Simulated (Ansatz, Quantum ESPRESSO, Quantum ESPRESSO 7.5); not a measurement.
# Conductance against width: vacuum gaps between two Ta(110) faces

Aim: how the conductance falls as the barrier grows, for vacuum gaps between two Ta(110) faces.

Method: plane-wave DFT, PBE, JTH PAW pseudopotentials (cross-check by Ansatz 0.2.0 with PAW datasets), in Quantum ESPRESSO 7.5.

### 1. Set-up

The cell holds 16 atoms: 16 Ta. Cell: a = 3.320 Å, b = 2.875 Å, c = 39.214 Å, α = 90.0°, β = 90.0°, γ = 54.7°. It derives from Ta. Regions: left lead, 8 atoms (8 Ta); right lead, 8 atoms (8 Ta). The structure is stacked along c, and the current runs across the ab planes.

### 2. Ground state, 4 Å

One periodic cell holds a stretch of lead, the junction and more lead; the atoms stay as built.

File j0.scf.in:

```
&control
  prefix = 'j0.scf'
  outdir = './out'
  pseudo_dir = './pseudo'
  calculation = 'scf'
  tprnfor = .true.
/
&system
  ibrav = 0
  nat = 16
  ntyp = 1
  ecutwfc = 45
  ecutrho = 360
  occupations = 'smearing'
  smearing = 'mv'
  degauss = 0.01
/
&electrons
  conv_thr = 1e-07
  mixing_beta = 0.25
  electron_maxstep = 120
  mixing_mode = 'local-TF'
/
ATOMIC_SPECIES
  Ta  180.9479  Ta.GGA_PBE-JTH.UPF
CELL_PARAMETERS angstrom
  3.32000000000000 0.00000000000000 0.00000000000000
  1.66000000000000 2.34759451353934 0.00000000000000
  0.00000000000000 0.00000000000000 39.21391770309007
ATOMIC_POSITIONS crystal
  Ta  0.000000000000 0.000000000000 0.000000000000
  Ta  0.500000000000 0.000000000000 0.059866359983
  Ta  0.000000000000 0.000000000000 0.119732719965
  Ta  0.500000000000 0.000000000000 0.179599079948
  Ta  0.000000000000 0.000000000000 0.239465439930
  Ta  0.500000000000 0.000000000000 0.299331799913
  Ta  0.000000000000 0.000000000000 0.359198159895
  Ta  0.500000000000 0.000000000000 0.419064519878
  Ta  0.000000000000 0.000000000000 0.521069120140
  Ta  0.500000000000 0.000000000000 0.580935480122
  Ta  0.000000000000 0.000000000000 0.640801840105
  Ta  0.500000000000 0.000000000000 0.700668200087
  Ta  0.000000000000 0.000000000000 0.760534560070
  Ta  0.500000000000 0.000000000000 0.820400920052
  Ta  0.000000000000 0.000000000000 0.880267280035
  Ta  0.500000000000 0.000000000000 0.940133640017
K_POINTS automatic
  9 10 1 0 0 0
```

The run is started by

```console
$ OMP_NUM_THREADS=1 mpirun -n 4 pw.x -nk 4 -in j0.scf.in > j0.scf.out
```

The log of the run:

```text
Program PWSCF v.7.5 starts
[citation notice left out]

     Parallel version (MPI & OpenMP), running on       4 processor cores
     Number of MPI processes:                 4
     Threads/MPI process:                     1

     MPI processes distributed on     1 nodes
[...]
Current dimensions of program PWSCF are:
     Max number of different atomic species (ntypx) = 10
     Max number of k-points (npk) =  40000
     Max angular momentum in pseudopotentials (lmaxx) =  4
     file Ta.GGA_PBE-JTH.UPF: wavefunction(s)  5S 6S 5P 6P 5D 0D renormalized
     Message from routine setup:
     using ibrav=0 with symmetry is DISCOURAGED, use correct ibrav instead

     K-points division:     npool     =       4
     Subspace diagonalization in iterative solution of the eigenvalue problem:
     a serial algorithm will be used

     G-vector sticks info
     --------------------
     sticks:   dense  smooth     PW     G-vecs:    dense   smooth      PW
     Sum         801     399    129               238123    84211   16601

     Using Slab Decomposition

     bravais-lattice index     =            0
     lattice parameter (alat)  =       6.2739  a.u.
     unit-cell volume          =    2062.5192 (a.u.)^3
     number of atoms/cell      =           16
     number of atomic types    =            1
     number of electrons       =       208.00
     number of Kohn-Sham states=          125
     kinetic-energy cutoff     =      45.0000  Ry
     charge density cutoff     =     360.0000  Ry
     scf convergence threshold =      1.0E-07
     mixing beta               =       0.2500
     number of iterations used =            8  local-TF  mixing
     Exchange-correlation= SLA PW PBX PBC
                           (   1   4   3   4   0   0   0)

     celldm(1)=   6.273891  celldm(2)=   0.000000  celldm(3)=   0.000000
     celldm(4)=   0.000000  celldm(5)=   0.000000  celldm(6)=   0.000000

     crystal axes: (cart. coord. in units of alat)
               a(1) = (   1.000000   0.000000   0.000000 )
               a(2) = (   0.500000   0.707107   0.000000 )
               a(3) = (   0.000000   0.000000  11.811421 )

     reciprocal axes: (cart. coord. in units 2 pi/alat)
               b(1) = (  1.000000 -0.707107  0.000000 )
               b(2) = (  0.000000  1.414214  0.000000 )
               b(3) = (  0.000000  0.000000  0.084664 )

     PseudoPot. # 1 for Ta read from file:
     ./pseudo/Ta.GGA_PBE-JTH.UPF
     Pseudo is Projector augmented-wave + core cor, Zval = 13.0
     Generated using ATOMPAW code
     Shape of augmentation charge: SINC**2
     Using radial grid of 1120 points,  6 beta functions with:
                l(1) =   0
                l(2) =   0
                l(3) =   1
                l(4) =   1
                l(5) =   2
                l(6) =   2
     Q(r) pseudized with 0 coefficients

     atomic species   valence    mass     pseudopotential
     Ta               13.00   180.94790     Ta( 1.00)

      4 Sym. Ops. (no inversion) found

   Cartesian axes

     site n.     atom                  positions (alat units)
         1        Ta     tau(   1) = (   0.0000000   0.0000000   0.0000000  )
         2        Ta     tau(   2) = (   0.5000000   0.0000000   0.7071068  )
         3        Ta     tau(   3) = (   0.0000000   0.0000000   1.4142136  )
         4        Ta     tau(   4) = (   0.5000000   0.0000000   2.1213203  )
         5        Ta     tau(   5) = (   0.0000000   0.0000000   2.8284271  )
         6        Ta     tau(   6) = (   0.5000000   0.0000000   3.5355339  )
         7        Ta     tau(   7) = (   0.0000000   0.0000000   4.2426407  )
         8        Ta     tau(   8) = (   0.5000000   0.0000000   4.9497475  )
         9        Ta     tau(   9) = (   0.0000000   0.0000000   6.1545667  )
        10        Ta     tau(  10) = (   0.5000000   0.0000000   6.8616735  )
        11        Ta     tau(  11) = (   0.0000000   0.0000000   7.5687803  )
        12        Ta     tau(  12) = (   0.5000000   0.0000000   8.2758871  )
        13        Ta     tau(  13) = (   0.0000000   0.0000000   8.9829939  )
        14        Ta     tau(  14) = (   0.5000000   0.0000000   9.6901007  )
        15        Ta     tau(  15) = (   0.0000000   0.0000000  10.3972074  )
        16        Ta     tau(  16) = (   0.5000000   0.0000000  11.1043142  )

     number of k points=    46  Marzari-Vanderbilt smearing, width (Ry)=  0.0100
                       cart. coord. in units 2pi/alat
        k(    1) = (   0.0000000   0.0000000   0.0000000), wk =   0.0222222
        k(    2) = (   0.0000000   0.1414214   0.0000000), wk =   0.0444444
        k(    3) = (   0.0000000   0.2828427   0.0000000), wk =   0.0444444
        k(    4) = (   0.0000000   0.4242641   0.0000000), wk =   0.0444444
        k(    5) = (   0.0000000   0.5656854   0.0000000), wk =   0.0444444
        k(    6) = (   0.0000000  -0.7071068   0.0000000), wk =   0.0222222
        k(    7) = (   0.1111111  -0.0785674   0.0000000), wk =   0.0444444
        k(    8) = (   0.1111111   0.0628539   0.0000000), wk =   0.0444444
        k(    9) = (   0.1111111   0.2042753   0.0000000), wk =   0.0444444
        k(   10) = (   0.1111111   0.3456966   0.0000000), wk =   0.0444444
[...]
k(   46) = (   0.4444444  -0.4556910   0.0000000), wk =   0.0444444

     Dense  grid:   238123 G-vectors     FFT dimensions: (  40,  36, 450)

     Smooth grid:    84211 G-vectors     FFT dimensions: (  27,  24, 320)

     Estimated max dynamical RAM per process >     663.38 MB

     Estimated total dynamical RAM >       2.42 GB

     Initial potential from superposition of free atoms

     starting charge     207.9865, renormalised to     208.0000
     Starting wfcs are  288 randomized atomic wfcs
     Checking if some PAW data can be deallocated...

     total cpu time spent up to now is       39.8 secs

     per-process dynamical memory:   425.6 Mb

     Self-consistent Calculation

     iteration #  1     ecut=    45.00 Ry     beta= 0.25
     Davidson diagonalization with overlap
     ethr =  1.00E-02,  avg # of iterations =  2.0

     total cpu time spent up to now is       85.2 secs

     total energy              =  -11634.15491951 Ry
     estimated scf accuracy    <      28.03191980 Ry

     iteration #  2     ecut=    45.00 Ry     beta= 0.25
[...]
total energy              =  -11634.04718212 Ry
     estimated scf accuracy    <       7.33362438 Ry

     iteration #  3     ecut=    45.00 Ry     beta= 0.25
[...]
-16.0931 -16.0930 -16.0859 -16.0849 -16.0674 -16.0537 -16.0526 -16.0223
     9.7316   9.8454  10.0041  10.2764  10.5192  10.9411  11.2332  11.7417
    12.0160  12.4914  12.6811  12.9729  13.0621  13.1608  13.1822  13.1956
    15.6656  16.0670  16.0975  16.1531  16.2386  16.3502  16.4979  16.6549
    16.7693  16.7877  16.8396  16.9041  16.9070  17.0239  17.0897  17.1796
    17.2239  17.3192  17.3455  17.4104  17.5022  17.5607  17.5838  17.6093
    17.6414  17.6928  17.7131  17.7192  17.7527  17.7630  17.7649  17.9512
    17.9790  18.2422  18.2655  18.3436  18.6015  18.8739  18.9948  19.1738
    19.2400  19.2985  19.3313  19.4043  19.4225

          k = 0.0000 0.2828 0.0000 ( 10437 PWs)   bands (ev):

   -50.5600 -50.5599 -50.0772 -50.0772 -50.0442 -50.0412 -50.0294 -50.0194
   -50.0100 -49.9990 -49.9882 -49.9778 -49.9654 -49.9551 -49.9520 -49.9475
   -17.2371 -17.2323 -17.0002 -16.9675 -16.9140 -16.8532 -16.8374 -16.8369
   -16.8264 -16.8199 -16.7719 -16.6904 -16.6058 -16.5265 -16.5194 -16.5087
   -16.4871 -16.4671 -16.4659 -16.4381 -16.4372 -16.4307 -16.4241 -16.4160
   -16.4152 -16.4144 -16.4011 -16.3631 -16.3231 -16.3137 -16.3130 -16.3053
   -16.3051 -16.3007 -16.3002 -16.2948 -16.2833 -16.2790 -16.2463 -16.2289
   -16.2099 -16.1783 -16.1641 -16.1600 -16.1458 -16.1004 -16.0541 -16.0233
    10.8692  10.9762  11.1263  11.3803  11.6084  11.9976  12.2697  12.7371
    12.9918  13.4453  13.6187  13.9206  13.9728  14.0262  14.0360  14.0531
    15.6193  15.7946  15.8206  15.8856  15.9307  15.9785  16.1271  16.5053
    16.7303  16.9748  17.0648  17.2023  17.2820  17.2982  17.3101  17.3254
    17.3283  17.3636  17.3841  17.3876  17.3956  17.4487  17.4815  17.5277
    17.5335  17.6458  17.6570  17.7266  17.7878  17.8225  17.8608  17.9255
    17.9420  18.1314  18.2556  18.2674  18.4462  18.4852  18.5743  18.6904
    18.7673  18.8602  18.9376  18.9473  19.0584

          k = 0.0000 0.4243 0.0000 ( 10540 PWs)   bands (ev):

   -50.5313 -50.5312 -50.0471 -50.0471 -50.0112 -50.0086 -49.9974 -49.9884
   -49.9799 -49.9699 -49.9601 -49.9506 -49.9391 -49.9295 -49.9267 -49.9226
   -17.1750 -17.1721 -17.1056 -17.1033 -16.9579 -16.9573 -16.8989 -16.8738
   -16.8344 -16.7981 -16.7749 -16.7595 -16.7576 -16.7480 -16.7373 -16.7260
   -16.7204 -16.7034 -16.7023 -16.6480 -16.6367 -16.6235 -16.6230 -16.6140
   -16.5915 -16.5613 -16.5436 -16.5427 -16.5375 -16.5354 -16.5237 -16.5162
   -16.4841 -16.4634 -16.4424 -16.4009 -16.3913 -16.3623 -16.3244 -16.3128
   -16.2916 -16.2723 -16.2576 -16.2354 -16.1618 -16.0978 -16.0535 -16.0245
    12.1701  12.2742  12.4236  12.6615  12.8837  13.2195  13.4647  13.7972
    13.9912  14.1843  14.2164  14.2441  14.3223  14.3339  14.4049  14.4172
    14.6154  14.6200  14.6455  14.7708  14.8852  15.1997  15.1999  15.6880
    15.6968  16.1648  16.2352  16.3065  16.4105  16.5770  16.5831  16.6500
    16.8197  16.8669  16.9002  16.9791  17.1053  17.4822  17.7702  17.8617
    18.3082  18.4870  18.6851  18.6897  18.7371  18.8621  19.0188  19.0348
    19.0496  19.1520  19.2002  19.2834  19.2956  19.3096  19.3158  19.3929
    19.4220  19.4246  19.4657  19.4713  19.6153

          k = 0.0000 0.5657 0.0000 ( 10594 PWs)   bands (ev):

   -50.5081 -50.5080 -50.0228 -50.0228 -49.9844 -49.9821 -49.9714 -49.9632
   -49.9554 -49.9462 -49.9372 -49.9286 -49.9177 -49.9086 -49.9063 -49.9025
   -17.3450 -17.3441 -17.1072 -17.1035 -17.0535 -17.0528 -17.0261 -17.0210
   -17.0077 -16.9947 -16.9718 -16.9429 -16.9133 -16.8821 -16.8515 -16.8237
   -16.8155 -16.7979 -16.7975 -16.7499 -16.7498 -16.7471 -16.7381 -16.7215
   -16.7145 -16.7136 -16.6909 -16.6705 -16.6597 -16.6209 -16.6111 -16.5800
   -16.5399 -16.5370 -16.4942 -16.4630 -16.4544 -16.4154 -16.3828 -16.3815
   -16.3616 -16.3464 -16.3031 -16.2272 -16.1560 -16.0948 -16.0531 -16.0257
    12.7824  12.8880  13.0429  13.2778  13.5057  13.6762  13.7255  13.7548
    13.7902  13.8085  13.8580  13.8962  13.9676  14.0477  14.0495  14.1214
    14.2095  14.2653  14.2800  14.3583  14.3662  14.5042  14.7182  15.0951
    15.3522  15.8309  15.8322  15.9408  16.1040  16.1167  16.3767  16.6476
    16.6830  16.8825  17.1016  17.3985  17.5253  17.5313  17.7747  18.0894
    18.6133  18.7492  19.0476  19.0542  19.0719  19.2784  19.2840  19.5222
    19.5730  19.7499  19.8483  19.9423  20.3317  20.5361  20.5411  20.6762
    20.8138  20.9202  21.0383  21.4267  21.5066

          k = 0.0000-0.7071 0.0000 ( 10604 PWs)   bands (ev):

   -50.4991 -50.4991 -50.0135 -50.0135 -49.9741 -49.9720 -49.9615 -49.9535
   -49.9461 -49.9371 -49.9285 -49.9201 -49.9095 -49.9006 -49.8984 -49.8947
   -17.4301 -17.4292 -17.1244 -17.1174 -17.1014 -17.0896 -17.0889 -17.0856
   -17.0835 -17.0801 -17.0602 -17.0276 -16.9936 -16.9576 -16.9216 -16.8875
   -16.8533 -16.8249 -16.8086 -16.7943 -16.7882 -16.7807 -16.7763 -16.7553
   -16.7525 -16.7284 -16.7123 -16.6969 -16.6619 -16.6576 -16.6162 -16.6016
   -16.5728 -16.5307 -16.5295 -16.4892 -16.4548 -16.4497 -16.4155 -16.3953
   -16.3799 -16.3760 -16.2978 -16.2234 -16.1536 -16.0936 -16.0529 -16.0261
    12.8455  12.9483  13.0995  13.3246  13.4317  13.4391  13.4939  13.5204
    13.5429  13.5929  13.6460  13.7259  13.8240  13.8448  13.8767  14.0061
    14.0514  14.0582  14.1554  14.1998  14.2242  14.3834  14.6836  15.1239
    15.4878  15.6615  15.7733  15.9520  16.0281  16.2171  16.4274  16.5289
    16.9579  17.0419  17.3983  17.4337  17.9777  18.0497  18.3612  18.5235
    18.6690  18.8082  18.8152  18.8637  19.0322  19.2353  19.3484  19.4372
    19.6381  19.6938  19.7789  19.8584  20.2111  20.5721  20.6748  20.7262
    20.8514  21.0590  21.3414  22.0973  22.2118

[...]
the Fermi energy is    17.1238 ev

!    total energy              =  -11634.03419750 Ry
     total all-electron energy =    -11634.034197 Ry
     estimated scf accuracy    <       0.00000002 Ry
     smearing contrib. (-TS)   =       0.00149738 Ry
     internal energy E=F+TS    =  -11634.03569488 Ry

     The total energy is F=E-TS. E is the sum of the following terms:
     one-electron contribution =    -658.17972633 Ry
     hartree contribution      =     472.81834272 Ry
     xc contribution           =    -435.26713545 Ry
     ewald contribution        =   -1334.44215702 Ry
     one-center paw contrib.   =   -9678.96501880 Ry

     convergence has been achieved in  15 iterations

     Forces acting on atoms (cartesian axes, Ry/au):

     atom    1 type  1   force =     0.00000000    0.00000000   -0.00007498
     atom    2 type  1   force =     0.00000000    0.00000000    0.00055521
     atom    3 type  1   force =     0.00000000    0.00000000   -0.00042598
     atom    4 type  1   force =     0.00000000    0.00000000    0.00011703
     atom    5 type  1   force =     0.00000000    0.00000000   -0.00048439
     atom    6 type  1   force =     0.00000000    0.00000000    0.00361997
     atom    7 type  1   force =     0.00000000    0.00000000    0.01081489
     atom    8 type  1   force =     0.00000000    0.00000000    0.01673697
     atom    9 type  1   force =     0.00000000    0.00000000   -0.01669486
     atom   10 type  1   force =     0.00000000    0.00000000   -0.01076057
     atom   11 type  1   force =     0.00000000    0.00000000   -0.00359110
     atom   12 type  1   force =     0.00000000    0.00000000    0.00046491
     atom   13 type  1   force =     0.00000000    0.00000000   -0.00014517
     atom   14 type  1   force =     0.00000000    0.00000000    0.00042013
     atom   15 type  1   force =     0.00000000    0.00000000   -0.00061620
     atom   16 type  1   force =     0.00000000    0.00000000    0.00006414

     Total force =     0.028621     Total SCF correction =     0.000780

[...]
=------------------------------------------------------------------------------=
   JOB DONE.
=------------------------------------------------------------------------------=
```

Run time: 12 min. Hardware: 4 MPI ranks of Arm Neoverse V2, shared host; peak memory 2.4 GiB; 50 min of CPU time.

Numbers from this step:

```
free energy  : -158289.0991 eV
Fermi energy : 17.12 eV
```

The run needed 15 iterations to bring the estimated error under 1e-07 Ry; the largest force on any atom, held or free, is 0.43 eV/Å.

[end of part 1 of 4]

[Logs are printed without paths, hosts, clocks, repeated set-up lines and the standing remarks that a program may print on its own settings, such as how far it seeks lower states.]

[Hosts, paths, dates, database ids (printed as entryN), source tags and the programs' standing remarks are cut or masked in the printed files.]

[Maps of the electrostatic potential energy from Ansatz leave out the sawtooth potential of an applied field or a dipole correction, so their vacuum need not be flat; planar profiles and work functions include it.]
